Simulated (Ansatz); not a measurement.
# Ca3PbO (Pm-3m): from the cell to its phonons, part 2 of 3

Aim: the vibrations of Ca3PbO (Pm-3m), their spectra, and whether the structure is stable.

Ansatz 0.2.0; DFT PBEsol, scalar-relativistic, plane waves, PAW; PAW set soft_1.

So far. Step 3 (Tight relaxation): The forces vanish by symmetry and the pressure is -0.001 GPa, within the tolerances set. The cell now holds 22.11 Å³/atom. The relaxed cell has a = 4.799 Å (conventional setting).

### Step 4. Modes at Γ

The zone centre comes first: it holds the modes that light can see, as far as symmetry allows. No field response is asked, since the mesh shows no gap.

input.yaml

```yaml
crystal:
  lattice:
    - [4.7991304546, 0.0, 0.0]
    - [0.0, 4.7991304546, 0.0]
    - [0.0, 0.0, 4.7991304546]
  atoms:
    - { symbol: Ca, position: [0.0, 0.5, 0.5] }
    - { symbol: Ca, position: [0.5, 0.0, 0.5] }
    - { symbol: Ca, position: [0.5, 0.5, 0.0] }
    - { symbol: Pb, position: [0.0, 0.0, 0.0] }
    - { symbol: O, position: [0.5, 0.5, 0.5] }
kpoints:
  mp_grid: { grid: [8, 8, 8] }
hamiltonian:
  xc: pbesol
  pseudopotentials: { kind: paw, azcp: { folder: soft_1 }, xc_functional: pbe }
scf:
  occupations: { method: methfessel_paxton, width: 0.2 }
output:
  eigenvalues: true
phonons:
  method: dfpt
```

Command:

```
ansatz run input.yaml --threads 4 --pin off --max-ram 10240MiB --backend cpu --events-out ev --progress --plain --runs-dir out
```

Numbers of over 12 decimals in the logs are rounded to 6 here.

The log of the run:

```text
zone centre: on kpoints.mp_grid the ground state, and the responses unless they are solved on pairs of k-points, stand on 125 of the mesh's 512 k-points, reduced under 8 symmetry operations, with k and −k counted as one. Each operation leaves every solved displacement unchanged or reverses it
[...]
Crystal: 5 atoms, lattice volume = 110.532 Å³
Basis set: ecut = 420 eV, 2109 PW (Γ), exchange–correlation on 72×72×72 points (8 copies of the dense FFT grid, shifted against one another)
Bands: 30, of which v1, the nominal top of the filled ones, is band 25 counted from 1 (24 counted from 0)
Symmetry: 48 space group operations
k-points: 125 of 512 (irreducible under 8 space group operations)
[...]
SCF iter   1: F=—  HF=-17708.272631 eV  |F-HF|=—  |Δ(HF+E_count)|=         —  Δρ=1.10e-1  dr2=1.55e1  ethr=3.10e-3  ⟨swp⟩=9.2  Hψ=41713  notcnv=0
automatic band count: the SCF goes on with 35 bands, as 30 were too few: they end inside the smearing window of the response
[...]
SCF iter   2: F=—  HF=-17704.834955 eV  |F-HF|=—  |Δ(HF+E_count)|=    3.44e0  S|Δr|=    0.00e0  Δρ=2.07e-2  dr2=5.79e-1  ethr=3.10e-3  ⟨swp⟩=3.4  Hψ=10346  notcnv=0  defer=479
[...]
SCF iter  11: F=-17704.815009 eV  HF=-17704.815009 eV  |F-HF|=3.64e-12  |Δ(HF+E_count)|=  7.28e-12  S|Δr|=    0.00e0  Δρ=5.29e-8  dr2=2.08e-12  ethr=1.00e-12  ⟨swp⟩=13.3  Hψ=25549  notcnv=0
SCF 1 converged in 11 iterations: F = -17704.815009 eV  dr2 = 2.08e-12
[...]
DFPT response loops at Γ: preconditioner auto → Kerker (q_TF=auto, 2.390 Å⁻¹) (partly filled bands, converged f_vac=0.000); β = 1.00, the filter's whole step (`scf.mixing.beta` (0.50) is not read by the response loops under this deck's `scf.mixing.preconditioner`; to damp them name `kerker` or `kerker_dos`, under which they read `scf.mixing.beta`, and type it under 1.00, their step now; both keys bind the ground state too); Broyden in place of MSR1
SCF converged after 11 iterations
[...]
Free energy (F): -17704.815009 eV
[...]
Internal energy: -17704.815647 eV  (E = F + TS)
E sigma→0 (E₀):  -17704.815168 eV
Entropy (-TS):   0.000638 eV (0.128 meV/atom)
Fermi energy:    10.036681 eV
[...]
--- Band table (eV; the first three rows and the last of 125) ---
  k-point 0: bands = [... 21 lower, 5.7959, 9.9957, 9.9957, 10.1472, 10.1472, 10.1472, 10.7205, 10.7205, ... 6 higher]
  k-point 1: bands = [... 21 lower, 5.7798, 8.9261, 9.8262, 9.8262, 10.1108, 10.5935, 10.7646, 11.1455, ... 6 higher]
  k-point 2: bands = [... 21 lower, 5.7418, 7.7877, 9.4476, 9.4476, 10.4332, 10.8837, 11.0072, 11.8271, ... 6 higher]
  k-point 124: bands = [... 21 lower, 4.5702, 8.3617, 8.3617, 8.3617, 11.0549, 11.0549, 11.0549, 12.5903, ... 6 higher]
--- Phonons (Γ-DFPT): 4 representative perturbations + reference, on 125 of 512 k-points (Σ response iterations 12) ---
  k mesh reduced under 8 symmetry operations, with k and −k counted as one. Each operation leaves every solved displacement unchanged or reverses it
  ASR residual: 1.714e-4 → 0.000e0 eV/Å²; symmetrization residual: 8.783e-6 eV/Å²
  ASR residual per site (eV/Å²): 1.25e-4 1.25e-4 1.25e-4 2.97e-5 1.71e-4
  Γ frequencies (cm⁻¹): 0.00 0.00 0.00 102.62 102.62 102.62 151.74 151.74 151.74 243.58 243.58 243.58 283.17 283.17 283.17
  non-analytic LO–TO correction: not included (Born effective charges unavailable; polar crystals: no LO–TO splitting at Γ)
```

Wall time 61 s (4 threads of Arm Neoverse V1, shared host); peak memory 1.6 GiB; 3.8 min of CPU time.

The column dr2 measures how far the density is from self-consistency, as an energy; F and HF (Harris–Foulkes) agree once it is small.

This step gave:

```
sum-rule residual before enforcement                    : 1.71e-4 eV/Å²
point group                                             : m-3m
highest optical mode at the zone centre (no LO-TO term) : 283.2 cm⁻¹
lowest optical zone-centre mode                         : 102.6 cm⁻¹
```

Patterns of degenerate modes are one choice out of their space. The modes at Γ (shares of kinetic energy by element, %):

| mode | frequency (cm⁻¹) | symmetry | Ca % | Pb % | O % |
| --- | --- | --- | --- | --- | --- |
| 1 | 0.0 | acoustic | 35 | 60 | 5 |
| 2 | 0.0 | acoustic | 35 | 60 | 5 |
| 3 | 0.0 | acoustic | 35 | 60 | 5 |
| 4 | 102.6 | T1u | 56 | 39 | 4 |
| 5 | 102.6 | T1u | 56 | 39 | 4 |
| 6 | 102.6 | T1u | 56 | 39 | 4 |
| 7 | 151.7 | T2u | 100 | 0 | 0 |
| 8 | 151.7 | T2u | 100 | 0 | 0 |
| 9 | 151.7 | T2u | 100 | 0 | 0 |
| 10 | 243.6 | T1u | 98 | 0 | 2 |
| 11 | 243.6 | T1u | 98 | 0 | 2 |
| 12 | 243.6 | T1u | 98 | 0 | 2 |
| 13 | 283.2 | T1u | 10 | 0 | 89 |
| 14 | 283.2 | T1u | 10 | 0 | 89 |
| 15 | 283.2 | T1u | 10 | 0 | 89 |

Displacements in mode 5 (102.6 cm⁻¹), the largest set to 1:
```
Ca1  0.13 -0.89  0.20
Ca2  0.12 -1.00  0.20
Ca3  0.12 -0.89  0.22
Pb4 -0.08  0.59 -0.13
O5   0.09 -0.70  0.16
```

Displacements in mode 12 (243.6 cm⁻¹), the largest set to 1:
```
Ca1  0.00  0.18 -0.49
Ca2  0.00 -0.37 -0.49
Ca3  0.00  0.18  1.00
Pb4  0.00 -0.01  0.02
O5   0.00  0.09 -0.24
```

Before it was imposed, the acoustic sum rule was missed by 1.7e-4 eV/Å². Small misses are needed for a sound result but don't prove that mesh and cutoff are converged. The lowest optical mode is real, 103 cm⁻¹.

### Step 5. The dispersion

Stability and thermal properties need the whole zone. Linear response on a 2×2×2 q mesh gives force constants as far as a supercell of that size would.

Edit input.yaml of step 4 so:

```diff
@@ -22 +22,8 @@
   method: dfpt
+  qmesh: [2, 2, 2]
+  temperatures: { t_max: 1000, t_step: 50 }
+  qpath:
+    path:
+      - [[0.0, 0.0, 0.0], [0.0, 0.5, 0.0], [0.5, 0.5, 0.0], [0.0, 0.0, 0.0], [0.5, 0.5, 0.5], [0.0, 0.5, 0.0]]
+      - [[0.5, 0.5, 0.5], [0.5, 0.5, 0.0]]
+    npoints: 10
```

The log of the run:

```text
[...]
Crystal: 5 atoms, lattice volume = 110.532 Å³
Basis set: ecut = 420 eV, 2109 PW (Γ), exchange–correlation on 72×72×72 points (8 copies of the dense FFT grid, shifted against one another)
Bands: 30, of which v1, the nominal top of the filled ones, is band 25 counted from 1 (24 counted from 0)
Symmetry: 48 space group operations
k-points: 35 of 512
[...]
SCF iter   1: F=—  HF=-17708.272446 eV  |F-HF|=—  |Δ(HF+E_count)|=         —  Δρ=1.10e-1  dr2=1.55e1  ethr=3.10e-3  ⟨swp⟩=9.6  Hψ=11856  notcnv=0
[...]
SCF iter  11: F=-17704.815009 eV  HF=-17704.815009 eV  |F-HF|=3.64e-12  |Δ(HF+E_count)|=    0.00e0  S|Δr|=    0.00e0  Δρ=4.70e-8  dr2=1.55e-12  ethr=1.00e-12  ⟨swp⟩=13.1  Hψ=6941  notcnv=0
SCF 1 converged in 11 iterations: F = -17704.815009 eV  dr2 = 1.55e-12
[...]
SCF iter   5: F=-17704.815009 eV  HF=-17704.815009 eV  |F-HF|=3.64e-12  |Δ(HF+E_count)|=    0.00e0  S|Δr|=    0.00e0  Δρ=8.12e-8  dr2=7.12e-12  ethr=1.00e-12  ⟨swp⟩=2.0  Hψ=2057  notcnv=0
SCF 2 converged in 5 iterations: F = -17704.815009 eV  dr2 = 7.12e-12
[...]
phonons: the bands overlap, so this run is a metal and interpolates without the dipole-dipole term. If the crystal is really an insulator or semiconductor, its LO-TO splitting is missing
NSCF: frozen V_eff on 35 k-points
[...]
DFPT response loops at q = (0, 0, 0) (fractional): preconditioner auto → Kerker (q_TF=auto, 2.390 Å⁻¹) (partly filled bands, converged f_vac=0.000); β = 1.00, the filter's whole step (`scf.mixing.beta` (0.50) is not read by the response loops under this deck's `scf.mixing.preconditioner`; to damp them name `kerker` or `kerker_dos`, under which they read `scf.mixing.beta`, and type it under 1.00, their step now; both keys bind the ground state too); Broyden in place of MSR1
[...]
SCF converged after 11 iterations
[...]
Free energy (F): -17704.815009 eV
[...]
Internal energy: -17704.815647 eV  (E = F + TS)
E sigma→0 (E₀):  -17704.815168 eV
Entropy (-TS):   0.000638 eV (0.128 meV/atom)
Fermi energy:    10.036681 eV
[...]
--- Band table (eV; the first three rows and the last of 35) ---
  k-point 0: bands = [... 21 lower, 5.7959, 9.9957, 9.9957, 10.1472, 10.1472, 10.1472, 10.7205, 10.7205, ... 6 higher]
  k-point 1: bands = [... 21 lower, 5.7798, 8.9261, 9.8262, 9.8262, 10.1108, 10.5935, 10.7646, 11.1455, ... 6 higher]
  k-point 2: bands = [... 21 lower, 5.7418, 7.7877, 9.4476, 9.4476, 10.4332, 10.8837, 11.0072, 11.8271, ... 6 higher]
  k-point 34: bands = [... 21 lower, 4.5702, 8.3617, 8.3617, 8.3617, 11.0549, 11.0549, 11.0549, 12.5903, ... 6 higher]
--- Phonons (Γ-DFPT): 4 representative perturbations + reference (Σ response iterations 12) ---
  ASR residual: 1.548e-4 → 0.000e0 eV/Å²; symmetrization residual: 7.854e-6 eV/Å²
  ASR residual per site (eV/Å²): 1.39e-4 1.39e-4 1.39e-4 3.63e-5 1.55e-4
[...]
--- Phonons (arbitrary-q DFPT): 4 irreducible q on the 2×2×2 mesh ---
  q = [0.0000, 0.0000, 0.0000] (star 1, of the zone-centre solve; hermiticity 2.54e-6, symmetrization 1.13e-12): -0.00 -0.00 0.00 102.62 102.62 102.62 151.74 151.74 151.74 243.58 243.58 243.58 283.17 283.17 283.17
  q = [0.0000, 0.0000, -0.5000] (star 3, 9 solved perturbations in 975 linear systems a pass and spin channel, the states on 125 of 512 k-point pairs; hermiticity 1.77e-6, symmetrization 6.27e-12): 66.11 66.11 80.98 113.54 113.54 149.77 167.50 167.50 179.23 227.42 227.42 231.18 284.94 284.94 381.32
[...]
sum rule: each row above includes the acoustic sum rule's correction from the zone centre's row sums; it moved no ω² by more than (1.62 cm⁻¹)²
  mesh force constants: q→R imaginary residual 5.47e-18; ASR residual 1.548e-4 → 0.000e0 eV/Å²; symmetrization residual 7.994e-15 eV/Å²
  interpolated dispersion: 62 rows × 15 modes
  density of states and harmonic sums: on the 14×14×14 q-mesh, interpolated from the force constants of a 2×2×2 supercell (no non-analytic term)
  largest difference from the sums on the solved wave vectors: F 8.93e-2 eV, S 1.22e-4 and C_V 3.22e-5 eV/K
  zero-point energy: 0.168299 eV/cell   skipped modes (ω ≤ 0): 3   left out of the sums: 7.29e-5 of the cell's modes: C_V's classical limit lies that fraction below 3 k_B per atom; for a crystal, a wire or a layer, F and S can be off by more, and a phonons.interpolated_qmesh denser along its periods is the remedy for the sampling
```

Run time: 4.4 min. Hardware: 4 threads; peak memory 1.4 GiB.

Numbers from this step:

* sum-rule residual before enforcement: 1.55e-4 eV/Å²
* lowest frequency on the path: 0 cm⁻¹
* highest frequency on the path or at a solved wavevector: 381.3 cm⁻¹
* mean frequency: 181 cm⁻¹
* Debye temperature (second moment): 376 K
* logarithmic mean frequency: 156.4 cm⁻¹
* lowest mode on the q mesh (acoustic modes at Γ apart): 66.11 cm⁻¹
* zero-point energy per atom: 33.66 meV
* heat capacity at 300 K: 23.14 J/(mol atoms K)
* vibrational entropy at 300 K: 33.05 J/(mol atoms K)

Frequencies (cm⁻¹) solved at each irreducible wavevector; negative means imaginary. Frequencies by wavevector, by row:

| q in reciprocal lattice units | star | mode 1 | mode 2 | mode 3 | mode 4 | mode 13 | mode 14 | mode 15 |
| --- | --- | --- | --- | --- | --- | --- | --- | --- |
| 0 0 0 | 1 | 0 | 0 | 0 | 102.6 | 283.2 | 283.2 | 283.2 |
| 0 0 -0.5 | 3 | 66.1 | 66.1 | 81 | 113.5 | 284.9 | 284.9 | 381.3 |
| 0 -0.5 -0.5 | 3 | 70.1 | 72.4 | 72.4 | 78.4 | 294.1 | 327.8 | 327.8 |
| -0.5 -0.5 -0.5 | 1 | 73.1 | 73.1 | 73.1 | 74.5 | 335.5 | 335.5 | 335.5 |

Interpolated from a 2×2×2 q mesh. The phonon branches at the labelled points (cm⁻¹):

| point | branch 1 | branch 2 | branch 3 | branch 4 | branch 12 | branch 13 | branch 14 | branch 15 |
| --- | --- | --- | --- | --- | --- | --- | --- | --- |
| Γ | 0 | 0 | 0 | 103 | 244 | 283 | 283 | 283 |
| halfway | 48 | 48 | 64 | 110 | 241 | 284 | 284 | 336 |
| X | 66 | 66 | 81 | 114 | 231 | 285 | 285 | 381 |
| halfway | 68 | 68 | 74 | 105 | 273 | 280 | 307 | 356 |
| M | 70 | 72 | 72 | 78 | 277 | 294 | 328 | 328 |
| halfway | 51 | 60 | 73 | 113 | 265 | 282 | 321 | 323 |
| Γ | 0 | 0 | 0 | 103 | 244 | 283 | 283 | 283 |
| halfway | 62 | 62 | 74 | 109 | 284 | 314 | 314 | 316 |
| R | 73 | 73 | 73 | 74 | 326 | 336 | 336 | 336 |
| halfway | 69 | 71 | 74 | 96 | 292 | 306 | 310 | 344 |
| X | 66 | 66 | 81 | 114 | 231 | 285 | 285 | 381 |
| jump to R | 73 | 73 | 73 | 74 | 326 | 336 | 336 | 336 |
| halfway | 72 | 74 | 74 | 76 | 302 | 316 | 332 | 332 |
| M | 70 | 72 | 72 | 78 | 277 | 294 | 328 | 328 |

Tetrahedra on a 14×14×14 mesh, mean over bins of 5 cm-1. Interpolated from a 2×2×2 q mesh. Phonon density of states against wavenumber; read off at these points:

| wavenumber (cm⁻¹) | phonon density of states (1/cm⁻¹/cell) |
| --- | --- |
| 2 | 1.0e-5 |
| 12 | 2.8e-4 |
| 22 | 0.00188 |
| 32 | 0.00499 |
| 42 | 0.0109 |
| 52 | 0.0244 |
| 62 | 0.0743 |
| 72 | 0.225 |
| 82 | 0.0206 |
| 92 | 0.0235 |
| 108 | 0.0666 |
| 112 | 0.110 |
| 118 | 0.0646 |
| 128 | 0.0424 |
| 138 | 0.0332 |
| 148 | 0.0379 |
| 158 | 0.0781 |
| 162 | 0.0802 |
| 168 | 0.0518 |
| 178 | 0.0445 |
| 188 | 0.0362 |
| 198 | 0.0651 |
| 208 | 0.0803 |
| 218 | 0.0593 |
| 228 | 0.0476 |
| 238 | 0.0213 |
| 248 | 0.0117 |
| 258 | 0.0146 |
| 268 | 0.0162 |
| 278 | 0.0329 |
| 288 | 0.0817 |
| 292 | 0.0578 |
| 302 | 0.0438 |
| 312 | 0.0389 |
| 322 | 0.0415 |
| 332 | 0.0611 |
| 342 | 0.0195 |
| 352 | 0.0121 |
| 362 | 0.00786 |
| 372 | 0.00424 |
| 382 | 3.0e-5 |

The partial phonon density of states has structure finer than the step of the table below, so its rows give means over 20 cm⁻¹, whole bins alone (the curve runs from -10 to 401 cm⁻¹). Peaks (cm⁻¹: height): Ca 114.1: 0.0766, 132.2: 0.0481, 160.6: 0.0845, 181.3: 0.0523, 207.1: 0.0666, 287.2: 0.0218; O 287.2: 0.0647, 300.2: 0.0390, 313.1: 0.0400, 328.6: 0.0502; Pb 72.7: 0.170.

Phonopy on the run's constants, 11x11x11 mesh, Gaussian sigma 2.9 cm-1. Interpolated from a 2×2×2 q mesh. The partial phonon density of states by wavenumber; means over each step; values in 1/cm⁻¹/cell:

| wavenumber (cm⁻¹) | Ca | O | Pb |
| --- | --- | --- | --- |
| 0 | 4.0e-5 | 3.9e-6 | 6.7e-5 |
| 20 | 5.8e-4 | 7.6e-5 | 0.00120 |
| 40 | 0.00232 | 2.7e-4 | 0.00732 |
| 60 | 0.00648 | 5.7e-4 | 0.0671 |
| 80 | 0.0162 | 2.0e-4 | 0.0626 |
| 100 | 0.0351 | 6.2e-4 | 0.00389 |
| 120 | 0.0578 | 0.00193 | 0.00533 |
| 140 | 0.0405 | 0.00108 | 0.00117 |
| 160 | 0.0613 | 9.2e-4 | 5.9e-4 |
| 180 | 0.0422 | 9.3e-4 | 3.0e-4 |
| 200 | 0.0557 | 0.00130 | 2.0e-4 |
| 220 | 0.0567 | 9.0e-4 | 1.2e-4 |
| 240 | 0.0207 | 2.2e-4 | 1.6e-5 |
| 260 | 0.0143 | 2.9e-4 | 6.3e-6 |
| 280 | 0.0181 | 0.0321 | 1.5e-5 |
| 300 | 0.0128 | 0.0332 | 2.8e-5 |
| 320 | 0.00583 | 0.0375 | 5.2e-5 |
| 340 | 0.00192 | 0.0278 | 3.3e-5 |
| 360 | 0.00100 | 0.00839 | 2.8e-6 |
| 380 | 2.4e-4 | 0.00168 | 0 |

Harmonic thermodynamic functions per atom, from the density of states. Interpolated from a 2×2×2 q mesh. Thermodynamic functions, by row:

| T (K) | F_vib (meV/atom) | S (J/mol-atom/K) | C_V (J/mol-atom/K) |
| --- | --- | --- | --- |
| 0 | 33.66 | 0 | 0 |
| 50 | 33.08 | 3.722 | 7.147 |
| 100 | 29.2 | 11.28 | 14.89 |
| 200 | 10.53 | 24.02 | 21.23 |
| 300 | -19.3 | 33.05 | 23.14 |
| 400 | -57.21 | 39.83 | 23.89 |
| 500 | -101.4 | 45.2 | 24.26 |
| 600 | -150.6 | 49.64 | 24.46 |
| 700 | -204 | 53.42 | 24.59 |
| 800 | -261.2 | 56.71 | 24.67 |
| 900 | -321.5 | 59.62 | 24.73 |
| 1000 | -384.6 | 62.23 | 24.77 |

Harmonic mean-square displacement, third of the trace. Interpolated from a 2×2×2 q mesh. Mean square displacements, by row:

| T (K) | Ca1 U_eq (Å²) | Ca2 U_eq (Å²) | Ca3 U_eq (Å²) | Pb4 U_eq (Å²) | O5 U_eq (Å²) |
| --- | --- | --- | --- | --- | --- |
| 0 | 0.00275 | 0.00275 | 0.00275 | 0.0012 | 0.0037 |
| 100 | 0.00397 | 0.00397 | 0.00397 | 0.00285 | 0.00424 |
| 300 | 0.00952 | 0.00952 | 0.00952 | 0.00803 | 0.00763 |
| 600 | 0.01853 | 0.01853 | 0.01853 | 0.01597 | 0.01405 |

Symmetry leaves 4 wavevectors to solve. The lowest mode among them, the acoustic zeros apart, lies at q = (0, 0, -0.5) and is real, 66.1 cm⁻¹.

### Step 6. Another isotope, element Ca, natural mass 40.078 amu

An isotope changes the mass and not the force constants, so no new electronic calculation is needed; the shifts show which modes move this element.

[end of part 2 of 3]

[Logs are printed without paths, hosts, clocks, repeated set-up lines and the standing remarks that a program may print on its own settings, such as how far it seeks lower states.]

[Hosts, paths, dates, database ids (printed as entryN), source tags and the programs' standing remarks are cut or masked in the printed files.]
